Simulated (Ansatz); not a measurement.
# ScAl (Pm-3m): phonons and vibrational spectra, part 2 of 2

Aim: the phonons of ScAl (Pm-3m) at a cell relaxed beforehand at this level. After the zone centre comes a 4×4×4 q mesh on a 12×12×12 k mesh.

Ansatz 0.2.0; DFT LDA, scalar-relativistic, plane waves, PAW.

So far. Step 2 (Zone-centre response): Before it was imposed, the acoustic sum rule was missed by 1.5e-5 eV/Å². Small misses are needed for a sound result but don't prove that mesh and cutoff are converged. The lowest optical mode is real, 296 cm⁻¹.

### Step 3. Response at finite wavevector

Stability and thermal properties need the whole zone. Linear response on a 4×4×4 q mesh gives force constants as far as a supercell of that size would.

File input.yaml:

```yaml
crystal:
  lattice:
    - [3.3070649254, 0.0, 0.0]
    - [0.0, 3.3070649254, 0.0]
    - [0.0, 0.0, 3.3070649254]
  atoms:
    - { symbol: Sc, position: [0.5, 0.5, 0.5] }
    - { symbol: Al, position: [0.0, 0.0, 0.0] }
kpoints:
  mp_grid: { grid: [12, 12, 12] }
hamiltonian:
  xc: lda
scf:
  occupations: { method: methfessel_paxton, width: 0.15 }
output:
  eigenvalues: true
phonons:
  method: dfpt
  qmesh: [4, 4, 4]
  temperatures: { t_max: 1000, t_step: 50 }
  qpath:
    path:
      - [[0.0, 0.0, 0.0], [0.0, 0.5, 0.0], [0.5, 0.5, 0.0], [0.0, 0.0, 0.0], [0.5, 0.5, 0.5], [0.0, 0.5, 0.0]]
      - [[0.5, 0.5, 0.5], [0.5, 0.5, 0.0]]
    npoints: 10
```

The run is started by

```
ansatz run input.yaml --threads 4 --pin off --max-ram 7168MiB --backend cpu --events-out ev --progress --plain --runs-dir out
```

Numbers of over 12 decimals in the logs are rounded to 6 here.

The log of the run:

```text
[...]
Crystal: 2 atoms, lattice volume = 36.168 Å³
Basis set: ecut = 420 eV, 739 PW (Γ), exchange–correlation on 48×48×48 points (8 copies of the dense FFT grid, shifted against one another)
Bands: 11, of which v1, the nominal top of the filled ones, is band 7 counted from 1 (6 counted from 0)
Symmetry: 48 space group operations
k-points: 84 of 1728
[...]
SCF iter   1: F=—  HF=-2602.871956 eV  |F-HF|=—  |Δ(HF+E_count)|=         —  Δρ=3.98e-3  dr2=5.52e-3  ethr=1.77e-3  ⟨swp⟩=5.0  Hψ=4905  notcnv=0
[...]
SCF iter   8: F=-2602.870839 eV  HF=-2602.870839 eV  |F-HF|=0.00e0  |Δ(HF+E_count)|=  2.73e-12  S|Δr|=    0.00e0  Δρ=1.98e-8  dr2=1.33e-13  ethr=1.00e-12  ⟨swp⟩=4.5  Hψ=3094  notcnv=0
SCF 1 converged in 8 iterations: F = -2602.870839 eV  dr2 = 1.33e-13
[...]
iter 1 solved again at ethr=3.33e-9 eV; its pass at ethr=3.10e-3 eV (dr2=4.66e-7 eV) is discarded
SCF iter   1: F=—  HF=-2602.870839 eV  |F-HF|=—  |Δ(HF+E_count)|=         —  Δρ=7.37e-8  dr2=4.61e-13  ethr=3.33e-9  ⟨swp⟩=3.0  Hψ=7940  notcnv=0
eigensolver tolerance schedule: the retry pair's looser diagonalisation over-reported the residual by 1012542.29 of it (diagonalisation noise at an unbounded share of the residual, at the tolerance the schedule requests for it); recorded, not acted on — ethr = c·dr2/N_el stays at c = 1.0e-1
[...]
SCF iter   2: F=-2602.870839 eV  HF=-2602.870839 eV  |F-HF|=4.55e-13  |Δ(HF+E_count)|=  3.08e-10  S|Δr|=    0.00e0  Δρ=3.23e-8  dr2=1.18e-13  ethr=1.00e-12  ⟨swp⟩=3.7  Hψ=3108  notcnv=0
SCF 2 converged in 2 iterations: F = -2602.870839 eV  dr2 = 1.18e-13
phonons: the bands overlap, so this run is a metal and interpolates without the dipole-dipole term. If the crystal is really an insulator or semiconductor, its LO-TO splitting is missing
NSCF: frozen V_eff on 84 k-points
[...]
DFPT response loops at q = (0, 0, 0) (fractional): preconditioner auto → Kerker (q_TF=auto, 2.329 Å⁻¹) (partly filled bands, converged f_vac=0.000); β = 1.00, the filter's whole step (`scf.mixing.beta` (0.50) is not read by the response loops under this deck's `scf.mixing.preconditioner`; to damp them name `kerker` or `kerker_dos`, under which they read `scf.mixing.beta`, and type it under 1.00, their step now; both keys bind the ground state too); Broyden in place of MSR1
[...]
SCF converged after 8 iterations
[...]
Free energy (F): -2602.870839 eV
[...]
Internal energy: -2602.871741 eV  (E = F + TS)
E sigma→0 (E₀):  -2602.871065 eV
Entropy (-TS):   0.000902 eV (0.451 meV/atom)
Fermi energy:    9.997653 eV
[...]
--- Band table (eV; the first three rows and the last of 84) ---
  k-point 0: bands = [... 3 lower, -17.6311, 1.3986, 9.2508, 9.2508, 12.8390, 12.8390, 12.8390, 13.9957]
  k-point 1: bands = [... 3 lower, -17.6297, 1.5030, 9.1625, 9.3038, 12.5064, 12.5064, 12.8552, 13.7028]
  k-point 2: bands = [... 3 lower, -17.6260, 1.8112, 8.8080, 9.4558, 11.9685, 11.9685, 12.9000, 13.2675]
  k-point 83: bands = [... 3 lower, -17.7935, 7.3475, 7.3475, 7.3475, 9.7457, 13.1651, 13.1651, 13.1651]
--- Phonons (Γ-DFPT): 2 representative perturbations + reference (Σ response iterations 6) ---
  ASR residual: 1.313e-5 → 0.000e0 eV/Å²; symmetrization residual: 6.186e-7 eV/Å²
  ASR residual per site (eV/Å²): 1.31e-5 8.51e-7
  Γ frequencies (cm⁻¹): 0.00 0.00 0.00 296.27 296.27 296.27
--- Phonons (arbitrary-q DFPT): 10 irreducible q on the 4×4×4 mesh ---
  q = [0.0000, 0.0000, 0.0000] (star 1, of the zone-centre solve; hermiticity 2.27e-7, symmetrization 4.03e-13): -0.00 0.00 0.00 296.27 296.27 296.27
  q = [0.0000, 0.0000, 0.2500] (star 6, 4 solved perturbations in 1848 linear systems a pass and spin channel, the states on 588 of 1728 k-point pairs; hermiticity 7.48e-8, symmetrization 3.75e-13): 130.27 130.27 135.05 280.70 280.70 292.37
[...]
q = [0.0000, 0.2500, -0.5000] (star 12, 6 solved perturbations on 588 of 1728 k-point pairs; hermiticity 2.29e-7, symmetrization 2.62e-9): 110.48 152.14 179.53 260.55 318.95 325.16
[...]
sum rule: each row above includes the acoustic sum rule's correction from the zone centre's row sums; it moved no ω² by more than (0.28 cm⁻¹)²
  mesh force constants: q→R imaginary residual 3.78e-18; ASR residual 1.313e-5 → 0.000e0 eV/Å²; symmetrization residual 7.105e-15 eV/Å²
  interpolated dispersion: 62 rows × 6 modes
  density of states and harmonic sums: on the 20×20×20 q-mesh, interpolated from the force constants of a 4×4×4 supercell (no non-analytic term)
  largest difference from the sums on the solved wave vectors: F 9.14e-3 eV, S 1.31e-5 and C_V 4.01e-6 eV/K
  zero-point energy: 0.083291 eV/cell   skipped modes (ω ≤ 0): 3   left out of the sums: 6.25e-5 of the cell's modes: C_V's classical limit lies that fraction below 3 k_B per atom; for a crystal, a wire or a layer, F and S can be off by more, and a phonons.interpolated_qmesh denser along its periods is the remedy for the sampling
```

It took 3.8 min on 4 threads of Arm Neoverse N1, shared host; peak memory 1.2 GiB.

This step gave:

```yaml
sum_rule_residual_before_enforcement: 1.31e-5 eV/Å²
lowest_frequency_on_the_path: 0 cm⁻¹
highest_frequency_on_the_path_or_at_a_solved_wavevector: 356.5 cm⁻¹
mean_frequency: 224 cm⁻¹
debye_temperature_second_moment: 444 K
logarithmic_mean_frequency: 204.7 cm⁻¹
lowest_mode_on_the_q_mesh_acoustic_modes_at_gamma_apart: 55.25 cm⁻¹
zero_point_energy_per_atom: 41.65 meV
heat_capacity_at_300_k: 22.44 J/(mol atoms K)
vibrational_entropy_at_300_k: 26.71 J/(mol atoms K)
```

Frequencies (cm⁻¹) solved at each irreducible wavevector; negative means imaginary. Frequencies by wavevector, by row:

| q in reciprocal lattice units | star | mode 1 | mode 2 | mode 3 | mode 4 | mode 5 | mode 6 |
| --- | --- | --- | --- | --- | --- | --- | --- |
| 0 0 0 | 1 | 0 | 0 | 0 | 296.3 | 296.3 | 296.3 |
| 0 0 0.25 | 6 | 130.3 | 130.3 | 135.1 | 280.7 | 280.7 | 292.4 |
| 0 0 -0.5 | 3 | 184.8 | 184.8 | 249.6 | 250.9 | 251.8 | 251.8 |
| 0 0.25 0.25 | 12 | 55.2 | 160.2 | 211 | 258.6 | 269.4 | 325.9 |
| 0 0.25 -0.5 | 12 | 110.5 | 152.1 | 179.5 | 260.6 | 318.9 | 325.2 |
| 0 -0.5 -0.5 | 3 | 60.6 | 60.6 | 169.7 | 270 | 356.5 | 356.5 |
| 0.25 0.25 0.25 | 8 | 138.7 | 138.7 | 172.9 | 301.2 | 304.9 | 304.9 |
| 0.25 0.25 -0.5 | 12 | 104.2 | 160 | 216.5 | 256.8 | 322.9 | 336.3 |
| 0.25 -0.5 -0.5 | 6 | 146.2 | 146.2 | 215.9 | 279.1 | 334.9 | 334.9 |
| -0.5 -0.5 -0.5 | 1 | 238.7 | 238.7 | 238.7 | 288.4 | 288.4 | 288.4 |

Interpolated from a 4×4×4 q mesh. The phonon branches at the labelled points (cm⁻¹):

| point | branch 1 | branch 2 | branch 3 | branch 4 | branch 5 | branch 6 |
| --- | --- | --- | --- | --- | --- | --- |
| Γ | 0 | 0 | 0 | 296 | 296 | 296 |
| halfway | 130 | 130 | 135 | 281 | 281 | 292 |
| X | 185 | 185 | 250 | 251 | 252 | 252 |
| halfway | 110 | 152 | 180 | 260 | 319 | 325 |
| M | 61 | 61 | 170 | 270 | 356 | 356 |
| halfway | 55 | 160 | 211 | 259 | 269 | 326 |
| Γ | 0 | 0 | 0 | 296 | 296 | 296 |
| halfway | 139 | 139 | 173 | 301 | 305 | 305 |
| R | 239 | 239 | 239 | 288 | 288 | 288 |
| halfway | 104 | 160 | 216 | 257 | 323 | 336 |
| X | 185 | 185 | 250 | 251 | 252 | 252 |
| jump to R | 239 | 239 | 239 | 288 | 288 | 288 |
| halfway | 146 | 146 | 216 | 279 | 335 | 335 |
| M | 61 | 61 | 170 | 270 | 356 | 356 |

The phonon branches as a text plot (rows in cm⁻¹):

```
    349 |            ******                                   ***
    334 |           *    * **              *      ****       *
    319 |          *      *  **          ** *    ******    **
    305 |         **           ***  **********  **    *
    290 |******   *        **  *****         ****      *  **
    275 |   **   *    ***    ***    *            **    **   *****
    260 |     ** *****   ******      ***           ***  *
    245 |       **                            ***     *****
    230 |      * *                           *  ****    * ***
    215 |                    *              **      *        *
    201 |         *           *        *         *   ***   *
    186 |     ******       **        **    **     *   ****    **
    171 |          **********           *          * *  *   *   *
    156 |    **           *  * *         ***      * *
    141 |   **    *           *     *   *              *     *
    126 |   *      **                              *
    111 |            *   *     **      *            * *
     97 |           *                **              *        *
     82 |  *         ** *       *                              *
     67 |             *******      **                           *
     52 | *                  **  *
     37 |                      * * *
     22 |*                      **
      7 |                         *
         Γ      X      M          Γ            R        X|R     M
```

Tetrahedra on a 20×20×20 mesh, mean over bins of 5 cm-1. Interpolated from a 4×4×4 q mesh. Phonon density of states against wavenumber; read off at these points:

| wavenumber (cm⁻¹) | phonon density of states (1/cm⁻¹/cell) |
| --- | --- |
| 2 | 0 |
| 12 | 3.0e-5 |
| 28 | 3.1e-4 |
| 38 | 0.00102 |
| 52 | 0.00231 |
| 62 | 0.0058 |
| 78 | 0.0115 |
| 88 | 0.0138 |
| 102 | 0.0218 |
| 112 | 0.0152 |
| 122 | 0.0139 |
| 138 | 0.0153 |
| 148 | 0.0181 |
| 158 | 0.0260 |
| 162 | 0.0236 |
| 172 | 0.0210 |
| 188 | 0.0299 |
| 198 | 0.0238 |
| 212 | 0.0145 |
| 222 | 0.00612 |
| 238 | 0.00105 |
| 248 | 0 |
| 258 | 0.0364 |
| 268 | 0.0498 |
| 272 | 0.0357 |
| 282 | 0.0264 |
| 298 | 0.0185 |
| 308 | 0.0242 |
| 322 | 0.0373 |
| 332 | 0.0406 |
| 348 | 0.0135 |
| 358 | 5.1e-4 |

The partial phonon density of states has structure finer than the step of the table below, so its rows give means over 10 cm⁻¹, whole bins alone (the curve runs from -10 to 377 cm⁻¹). Peaks (cm⁻¹: height): Al 101.9: 0.0101, 264.8: 0.0465, 328.1: 0.0222; Sc 101.9: 0.0141, 165.1: 0.0191, 182.1: 0.0259, 204.0: 0.0202, 328.1: 0.0170.

Phonopy on the run's constants, 17x17x17 mesh, Gaussian sigma 2.8 cm-1. Interpolated from a 4×4×4 q mesh. Partial phonon density of states against wavenumber; means over each step; values in 1/cm⁻¹/cell:

| wavenumber (cm⁻¹) | Al | Sc |
| --- | --- | --- |
| 0 | 1.9e-5 | 3.2e-5 |
| 10 | 2.1e-5 | 3.4e-5 |
| 20 | 7.3e-5 | 1.2e-4 |
| 30 | 1.9e-4 | 3.1e-4 |
| 40 | 5.8e-4 | 9.1e-4 |
| 50 | 8.5e-4 | 0.00125 |
| 60 | 0.00221 | 0.00281 |
| 70 | 0.00467 | 0.00570 |
| 80 | 0.00516 | 0.00646 |
| 90 | 0.00643 | 0.00792 |
| 100 | 0.00845 | 0.0117 |
| 110 | 0.00717 | 0.00973 |
| 120 | 0.00508 | 0.00743 |
| 130 | 0.00603 | 0.00929 |
| 140 | 0.00602 | 0.00942 |
| 150 | 0.00698 | 0.0125 |
| 160 | 0.00817 | 0.0155 |
| 170 | 0.00550 | 0.0167 |
| 180 | 0.00471 | 0.0231 |
| 190 | 0.00538 | 0.0225 |
| 200 | 0.00337 | 0.0175 |
| 210 | 0.00264 | 0.0152 |
| 220 | 0.00108 | 0.00757 |
| 230 | 4.5e-4 | 0.00399 |
| 240 | 1.6e-4 | 9.2e-4 |
| 250 | 0.0124 | 5.0e-4 |
| 260 | 0.0354 | 0.00340 |
| 270 | 0.0360 | 0.00600 |
| 280 | 0.0208 | 0.00701 |
| 290 | 0.0146 | 0.00737 |
| 300 | 0.0126 | 0.00782 |
| 310 | 0.0154 | 0.0106 |
| 320 | 0.0195 | 0.0143 |
| 330 | 0.0213 | 0.0164 |
| 340 | 0.0145 | 0.0121 |
| 350 | 0.00562 | 0.00529 |
| 360 | 6.0e-4 | 5.8e-4 |
| 370 | 0 | 0 |

Second derivatives of the energy by pair, one row for each kind of neighbour of each atom listed. Each entry sums the pair over the periodic images of the supercell that the q mesh stands for, and in a polar crystal it holds the long-range dipole part too. Force constants by pair, by row:

| atom | neighbour | distance (Å) | third of the trace (eV/Å²) | along the pair's line (eV/Å²) |
| --- | --- | --- | --- | --- |
| Sc1 | itself | 0 | 7.996 | – |
| Sc1 | Al | 2.864 | -0.6738 | -2.644 |
| Sc1 | Sc | 3.307 | -0.3528 | -1.182 |
| Sc1 | Sc | 4.677 | -0.0325 | 8.00e-4 |
| Sc1 | Al | 5.484 | -0.0033 | 0.0366 |
| Sc1 | Sc | 5.728 | 0.0097 | 0.0472 |
| Sc1 | Sc | 6.614 | -0.0348 | -0.0161 |
| Sc1 | Al | 7.208 | 0 | 0.0043 |
| Sc1 | Sc | 7.395 | 0.0068 | 0.0458 |
| Al2 | itself | 0 | 6.549 | – |
| Al2 | Sc | 2.864 | -0.6738 | -2.644 |
| Al2 | Al | 3.307 | -0.1895 | -0.1044 |
| Al2 | Al | 4.677 | 0.0206 | -0.0675 |
| Al2 | Sc | 5.484 | -0.0033 | 0.0366 |
| Al2 | Al | 5.728 | -0.0206 | 0.0148 |
| Al2 | Al | 6.614 | 0.0093 | -0.0296 |
| Al2 | Sc | 7.208 | 0 | 0.0043 |
| Al2 | Al | 7.395 | -0.0088 | -0.0042 |

Harmonic thermodynamic functions per atom, from the density of states. Interpolated from a 4×4×4 q mesh. Thermodynamic functions, by row:

| T (K) | F_vib (meV/atom) | S (J/mol-atom/K) | C_V (J/mol-atom/K) |
| --- | --- | --- | --- |
| 0 | 41.65 | 0 | 0 |
| 50 | 41.42 | 1.639 | 3.999 |
| 100 | 39.29 | 6.883 | 11.83 |
| 200 | 26.17 | 18.09 | 19.86 |
| 300 | 2.74 | 26.71 | 22.44 |
| 400 | -28.52 | 33.33 | 23.48 |
| 500 | -65.9 | 38.63 | 23.99 |
| 600 | -108.3 | 43.03 | 24.27 |
| 700 | -154.9 | 46.79 | 24.45 |
| 800 | -205.1 | 50.06 | 24.56 |
| 900 | -258.5 | 52.96 | 24.64 |
| 1000 | -314.8 | 55.56 | 24.7 |

Harmonic mean-square displacement, third of the trace. Interpolated from a 4×4×4 q mesh. Mean square displacements, by row:

| T (K) | Sc1 U_eq (Å²) | Al2 U_eq (Å²) |
| --- | --- | --- |
| 0 | 0.00225 | 0.00313 |
| 100 | 0.00328 | 0.00432 |
| 300 | 0.00776 | 0.00968 |
| 600 | 0.01509 | 0.01863 |

Symmetry leaves 10 wavevectors to solve. The lowest mode among them, the acoustic zeros apart, lies at q = (0, 0.25, 0.25) and is real, 55.2 cm⁻¹.

### Step 4. Outcome

```
space group (within 0.01 Å)                             : Pm-3m
volume per atom                                         : 18.1 Å³
electronic character                                    : no gap on this mesh
highest optical mode at the zone centre (no LO-TO term) : 296 cm⁻¹
lowest optical zone-centre mode                         : 296 cm⁻¹
lowest mode on the q mesh (acoustic modes at Γ apart)   : 55.2 cm⁻¹
highest frequency on the path or at a solved wavevector : 357 cm⁻¹
zero-point energy per atom                              : 41.6 meV
heat capacity at 300 K                                  : 22.4 J/(mol atoms K)
vibrational entropy at 300 K                            : 26.7 J/(mol atoms K)
Debye temperature (second moment)                       : 444 K
imaginary modes on the 4×4×4 q mesh                     : none
```

**Reading.** The structure is a minimum as far as tested: no mode is imaginary at the 10 irreducible wavevectors of the 4×4×4 mesh, and the softest away from the acoustic zeros lies at 55 cm⁻¹. The optical modes at Γ form one degenerate level at 296 cm⁻¹. With no gap, or one that is small against the smearing, the frequencies hang on the k mesh and the smearing, most of all near Kohn anomalies. These are harmonic frequencies at zero temperature: anharmonic shifts, linewidths and thermal expansion are left out.

[Logs are printed without paths, hosts, clocks, repeated set-up lines and the standing remarks that a program may print on its own settings, such as how far it seeks lower states.]

[Hosts, paths, dates, database ids (printed as entryN), source tags and the programs' standing remarks are cut or masked in the printed files.]
